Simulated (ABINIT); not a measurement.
# SrSi3 (Pm-3m): zone-centre phonons, part 2 of 4

Which modes does SrSi3 (Pm-3m) have at the zone centre?

ABINIT 10.8.3; DFT LDA, scalar-relativistic, plane waves, PseudoDojo norm-conserving pseudopotentials.

So far. Step 5 (Relaxing the cell and atoms): The volume changes by +2.2 % in this run and stands -21.5 % from the first cell. Step 6 (Self-consistent run for the response): The cell stands at -0.22 GPa: the relaxation ran with a smoothed and higher cutoff, and the difference is a stress of the finite basis. The relaxed cell has a = 4.223 Å (conventional setting).

The structure was built from a prototype and need not be the compound's stable phase.

### 7. Zone-centre response

At q = 0 one unit cell holds all displacements. The response is solved for single atoms along the cell's directions, and symmetry skips those that follow from others. The crystal is treated as a metal, which screens a static field, so no field response is asked.

The input, dfpt_gamma.abi:

```

# common to the responses
getwfk_filepath "gso_WFK"
kptopt 2
nqpt 1
qpt 0.0 0.0 0.0
asr 0
chneut 0

# displacements
rfphon 1
rfatpol 1 4
rfdir 1 1 1
tolvrs 1.0d-10
prtwf 0

# basis, mesh and filling
ecut 28.0
ngkpt 6 6 6
nshiftk 1
shiftk 0.0 0.0 0.0
istwfk *1
occopt 3
tsmear 0.01
nband 18
nstep 100
diemac 1000000.0
prtebands 0
prtgsr 0
useylm 1

# cell and atoms
acell 7.980654262 7.980654262 7.980654262
rprim 
    1.0 0.0 0.0
    0.0 1.0 0.0
    0.0 0.0 1.0
ntypat 2
znucl 38 14
natom 4
typat 1 2 2 2
xred 
    0.0 0.0 0.0
    0.0 0.5 0.5
    0.5 0.0 0.5
    0.5 0.5 0.0
pp_dirpath "./pseudo"
pseudos "Sr.upf, Si.upf"
```

Started as:

```console
$ OMP_NUM_THREADS=1 mpirun -n 4 abinit dfpt_gamma.abi > dfpt_gamma.log
```

Numbers of over 12 decimals in the logs are rounded to 6 here.

dfpt_gamma.abo, the main output file:

```text
[banners, grids, parts of the stress and lines that vanish by symmetry left out]
- input  file    -> dfpt_gamma.abi
- output file    -> dfpt_gamma.abo
- root for input  files -> dfpt_gammai
- root for output files -> dfpt_gammao

 Symmetries : space group Pm -3 m (#221); Bravais cP (primitive cubic)
================================================================================
 Values of the parameters that define the memory need of the present run (RF).
     intxc =       0      iscf =       7    lmnmax =      18     lnmax =       6
     mgfft =      40  mpssoang =       3    mqgrid =    3001     natom =       4
  nloc_mem =       1    nspden =       1   nspinor =       1    nsppol =       1
      nsym =      48    n1xccc =    2501    ntypat =       2    occopt =       3
   xclevel =       1
-    mband =          18        mffmem =           1         mkmem =          28
-   mkqmem =          28        mk1mem =          28           mpw =        3695
      nfft =       64000          nkpt =         112
- my_mband =          18
================================================================================
================================================================================

--------------------------------------------------------------------------------
------------- Echo of variables that govern the present computation ------------
--------------------------------------------------------------------------------
-
- outvars: echo of selected default values
-   iomode0 =  0 , fftalg0 =312 , wfoptalg0 =  0
-
- outvars: echo of global parameters not present in the input file
-  max_nthreads =    1
-
 -outvars: echo values of preprocessed input variables
 [... echo left out ...]
================================================================================

 chkinp: Checking input parameters for consistency.

[...]
== DATASET  1 ==================================================================
-   mpi_nproc: 4, omp_nthreads: 1 (-1 if OMP is not activated)

--- !DatasetInfo
iteration_state: {dtset: 1, }
dimensions: {natom: 4, nkpt: 112, mband: 18, nsppol: 1, nspinor: 1, nspden: 1, mpw: 3695, }
cutoff_energies: {ecut:  28.0, pawecutdg:  -1.0, }
electrons: {nelect:   2.20000000E+01, charge:   0.00000000E+00, occopt:   3.00000000E+00, tsmear:   1.00000000E-02, }
meta: {optdriver: 1, rfphon: 1, }
...

 mkfilename: getwfk from: gso_WFK

 Real(R)+Recip(G) space primitive vectors, cartesian coordinates (Bohr,Bohr^-1):
 R(1)=  7.9806543  0.0000000  0.0000000  G(1)=  0.1253030  0.0000000  0.0000000
 R(2)=  0.0000000  7.9806543  0.0000000  G(2)=  0.0000000  0.1253030  0.0000000
 R(3)=  0.0000000  0.0000000  7.9806543  G(3)=  0.0000000  0.0000000  0.1253030
 Unit cell volume ucvol=  5.0829459E+02 bohr^3
 Angles (23,13,12)=  9.00000000E+01  9.00000000E+01  9.00000000E+01 degrees
 setup1 : take into account q-point for computing boxcut.

 getcut: wavevector=  0.0000  0.0000  0.0000  ngfft=  40  40  40
         ecut(hartree)=     28.000   => boxcut(ratio)=   2.10415

--- Pseudopotential description ------------------------------------------------
- pspini: atom type   1  psp file is ./pseudo/Sr.upf

- pspini: atom type   2  psp file is ./pseudo/Si.upf

   7.09077521E+02                                ecore*ucvol(ha*bohr**3)
--------------------------------------------------------------------------------

 ==>  initialize data related to q vector <==

 The list of irreducible perturbations for this q vector is:
    1)    idir= 1    ipert=   1
    2)    idir= 1    ipert=   2
    3)    idir= 2    ipert=   2

[...]
The perturbation idir=   2  ipert=   1 is
 symmetric of a previously calculated perturbation.
 So, its SCF calculation is not needed.

 The perturbation idir=   3  ipert=   1 is
 symmetric of a previously calculated perturbation.
 So, its SCF calculation is not needed.

 The perturbation idir=   3  ipert=   2 is
 symmetric of a previously calculated perturbation.
 So, its SCF calculation is not needed.

 The perturbation idir=   1  ipert=   3 is
 symmetric of a previously calculated perturbation.
 So, its SCF calculation is not needed.

[...]
The perturbation idir=   2  ipert=   4 is
 symmetric of a previously calculated perturbation.
 So, its SCF calculation is not needed.

 The perturbation idir=   3  ipert=   4 is
 symmetric of a previously calculated perturbation.
 So, its SCF calculation is not needed.

--------------------------------------------------------------------------------
 Perturbation wavevector (in red.coord.)   0.000000  0.000000  0.000000
 Perturbation : displacement of atom   1   along direction   1
 Found     8 symmetries that leave the perturbation invariant.

[...]
dfpt_looppert : total number of electrons, from k and k+q
  fully or partially occupied states are    2.200000E+01 and    2.200000E+01.
 Initialisation of the first-order wave-functions :
  ireadwf=   0

--- !BeginCycle
iteration_state: {dtset: 1, }
solver: {iscf: 7, nstep: 100, nline: 4, wfoptalg: 0, }
tolerances: {tolvrs: 1.00E-10, }
...

     iter   2DEtotal(Ha)        deltaE(Ha) residm    vres2
-ETOT  1   8.804507     -1.582E+03 7.190E+00 5.062E+03
 ETOT  2   6.322390     -2.482E+00 1.760E-01 4.609E+01
 ETOT  3   6.302225     -2.017E-02 2.328E-02 1.557E+00
 ETOT  4   6.301811     -4.139E-04 5.009E-03 3.596E-03
 ETOT  5   6.301809     -1.974E-06 6.154E-03 9.326E-04
[...]
At SCF step    9       vres2   =  2.14E-11 < tolvrs=  1.00E-10 =>converged.
[...]
Mean square residual over all n,k,spin=   16.204E-07; max=  10.273E-04

 Thirteen components of 2nd-order total energy (hartree) are
 1,2,3: 0th-order hamiltonian combined with 1st-order wavefunctions
     kin0=   1.30307391E+03 eigvalue=   1.38606291E+02  local=  -1.11420994E+03
 4,5,6: 1st-order hamiltonian combined with 1st and 0th-order wfs
 loc psp =  -1.32934213E+03  Hartree=   4.45554357E+02     xc=  -1.02115008E+02
 note that "loc psp" includes a xc core correction that could be resolved
 7,8,9: eventually, occupation + non-local contributions
    edocc=   9.22589825E+01     enl0=   8.21680576E+02   enl1=  -1.84035621E+03
 1-9 gives the relaxation energy (to be shifted if some occ is /=2.0)
   erelax=  -1.58484917E+03
 10,11,12 Non-relaxation  contributions : frozen-wavefunctions and Ewald
 fr.local=   6.12953302E+02 fr.nonlo=   9.23359800E+02  Ewald=   6.29841625E+01
 13,14 Frozen wf xc core corrections (1) and (2)
 frxc 1  =  -1.86445772E+02  frxc 2 =   1.78299486E+02
 Resulting in :
 2DEtotal=    0.6301808572E+01 Ha. Also 2DEtotal=    0.171480947102E+03 eV
    (2DErelax=   -1.5848491692E+03 Ha. 2DEnonrelax=    1.5911509778E+03 Ha)
    (  non-var. 2DEtotal :    6.3018083553E+00 Ha)

[...]
Perturbation wavevector (in red.coord.)   0.000000  0.000000  0.000000
 Perturbation : displacement of atom   2   along direction   1
 Found     8 symmetries that leave the perturbation invariant.

[...]
dfpt_looppert : total number of electrons, from k and k+q
  fully or partially occupied states are    2.200000E+01 and    2.200000E+01.
 Initialisation of the first-order wave-functions :
  ireadwf=   0

--- !BeginCycle
iteration_state: {dtset: 1, }
solver: {iscf: 7, nstep: 100, nline: 4, wfoptalg: 0, }
tolerances: {tolvrs: 1.00E-10, }
...

     iter   2DEtotal(Ha)        deltaE(Ha) residm    vres2
-ETOT  1  -1.843402     -9.645E+01 1.577E+00 5.207E+02
[...]
At SCF step    9       vres2   =  3.19E-11 < tolvrs=  1.00E-10 =>converged.
[...]
Mean square residual over all n,k,spin=   58.216E-08; max=  37.066E-05

 Thirteen components of 2nd-order total energy (hartree) are
 1,2,3: 0th-order hamiltonian combined with 1st-order wavefunctions
     kin0=   8.20316613E+01 eigvalue=  -5.76210616E+00  local=  -4.46152553E+01
 4,5,6: 1st-order hamiltonian combined with 1st and 0th-order wfs
 loc psp =  -5.43652278E+01  Hartree=   2.33484573E+01     xc=  -7.80060970E+00
 note that "loc psp" includes a xc core correction that could be resolved
 7,8,9: eventually, occupation + non-local contributions
    edocc=   8.25320622E+00     enl0=   4.11813712E+01   enl1=  -1.38908221E+02
 1-9 gives the relaxation energy (to be shifted if some occ is /=2.0)
   erelax=  -9.66367238E+01
 10,11,12 Non-relaxation  contributions : frozen-wavefunctions and Ewald
 fr.local=   1.96041565E+01 fr.nonlo=   6.48629713E+01  Ewald=   1.17242697E+01
 13,14 Frozen wf xc core corrections (1) and (2)
 frxc 1  =  -8.83668609E+00  frxc 2 =   7.25148073E+00
 Resulting in :
 2DEtotal=   -0.2030531681E+01 Ha. Also 2DEtotal=   -0.552535818674E+02 eV
    (2DErelax=   -9.6636723817E+01 Ha. 2DEnonrelax=    9.4606192136E+01 Ha)
    (  non-var. 2DEtotal :   -2.0305322030E+00 Ha)

[...]
Perturbation wavevector (in red.coord.)   0.000000  0.000000  0.000000
 Perturbation : displacement of atom   2   along direction   2
 Found     4 symmetries that leave the perturbation invariant.

--------------------------------------------------------------------------------

--------------------------------------------------------------------------------

 dfpt_looppert : total number of electrons, from k and k+q
  fully or partially occupied states are    2.200000E+01 and    2.200000E+01.
 Initialisation of the first-order wave-functions :
  ireadwf=   0

--- !BeginCycle
iteration_state: {dtset: 1, }
solver: {iscf: 7, nstep: 100, nline: 4, wfoptalg: 0, }
tolerances: {tolvrs: 1.00E-10, }
...

     iter   2DEtotal(Ha)        deltaE(Ha) residm    vres2
-ETOT  1   3.020466     -1.034E+02 1.095E+00 9.045E+02
[...]
ETOT  8   2.707926     -3.041E-12 3.821E-03 4.590E-10
 ETOT  9   2.707926      2.984E-13 2.629E-03 2.853E-11

 At SCF step    9       vres2   =  2.85E-11 < tolvrs=  1.00E-10 =>converged.
[...]
Mean square residual over all n,k,spin=   26.003E-07; max=  26.289E-04

 Thirteen components of 2nd-order total energy (hartree) are
 1,2,3: 0th-order hamiltonian combined with 1st-order wavefunctions
     kin0=   8.76626188E+01 eigvalue=  -6.54828861E+00  local=  -5.15498564E+01
 4,5,6: 1st-order hamiltonian combined with 1st and 0th-order wfs
 loc psp =  -5.19892997E+01  Hartree=   2.41496684E+01     xc=  -8.01495971E+00
 note that "loc psp" includes a xc core correction that could be resolved
 7,8,9: eventually, occupation + non-local contributions
    edocc=   7.97018488E+00     enl0=   5.00513786E+01   enl1=  -1.55452192E+02
 1-9 gives the relaxation energy (to be shifted if some occ is /=2.0)
   erelax=  -1.03720746E+02
 10,11,12 Non-relaxation  contributions : frozen-wavefunctions and Ewald
 fr.local=  -2.28911328E+01 fr.nonlo=   8.06881654E+01  Ewald=   5.08236114E+01
 13,14 Frozen wf xc core corrections (1) and (2)
 frxc 1  =  -8.68908960E+00  frxc 2 =   6.49711759E+00
 Resulting in :
 2DEtotal=    0.2707926053E+01 Ha. Also 2DEtotal=    0.736864217495E+02 eV
    (2DErelax=   -1.0372074596E+02 Ha. 2DEnonrelax=    1.0642867202E+02 Ha)
    (  non-var. 2DEtotal :    2.7079260439E+00 Ha)

[...]
---- first-order wavefunction calculations are completed ----

 ==> Compute Derivative Database <==

 [... matrices left out ...]
  Phonon wavevector (reduced coordinates) :  0.00000  0.00000  0.00000
 Phonon energies in Hartree :
  -8.778572E-04 -8.778572E-04 -8.778572E-04 -3.462508E-05 -3.462508E-05
  -3.462508E-05  9.334294E-04  9.334294E-04  9.334294E-04  1.248286E-03
   1.248286E-03  1.248286E-03
 Phonon frequencies in cm-1    :
- -1.926674E+02 -1.926674E+02 -1.926674E+02 -7.599326E+00 -7.599326E+00
- -7.599326E+00  2.048641E+02  2.048641E+02  2.048641E+02  2.739670E+02
-  2.739670E+02  2.739670E+02

== END DATASET(S) ==============================================================
================================================================================

 -outvars: echo values of variables after computation
            acell      7.9806542620E+00  7.9806542620E+00  7.9806542620E+00 Bohr
           etotal      2.7079260528E+00
            fcart      0.0000000000E+00  0.0000000000E+00  0.0000000000E+00
           strten      0.0000000000E+00  0.0000000000E+00  0.0000000000E+00
================================================================================
```

Run time: 79 s. Hardware: 4 MPI ranks of Arm Neoverse V1, shared host; 5.2 min of CPU time.

This step gave:

| Item | Value |
| --- | --- |
| largest acoustic frequency at the zone centre before the sum rule | -7.6 cm⁻¹ |
| highest optical zone-centre mode (no LO-TO term) | 274.0 cm⁻¹ |
| lowest optical zone-centre mode | -192.7 cm⁻¹ |

The acoustic modes at Γ come out as far as 7.6 cm⁻¹ from zero, where they should vanish, a small numerical error. The lowest optical mode is imaginary, 193i cm⁻¹, an instability at this level and on this k mesh.

(Continued in part 3 of 4.)

[Host names and launcher messages were left out of these logs when they were recorded.]

[Logs are printed without paths, hosts, clocks, repeated set-up lines and the standing remarks that a program may print on its own settings, such as how far it seeks lower states.]

[Hosts, paths, dates, database ids (printed as entryN), source tags and the programs' standing remarks are cut or masked in the printed files.]
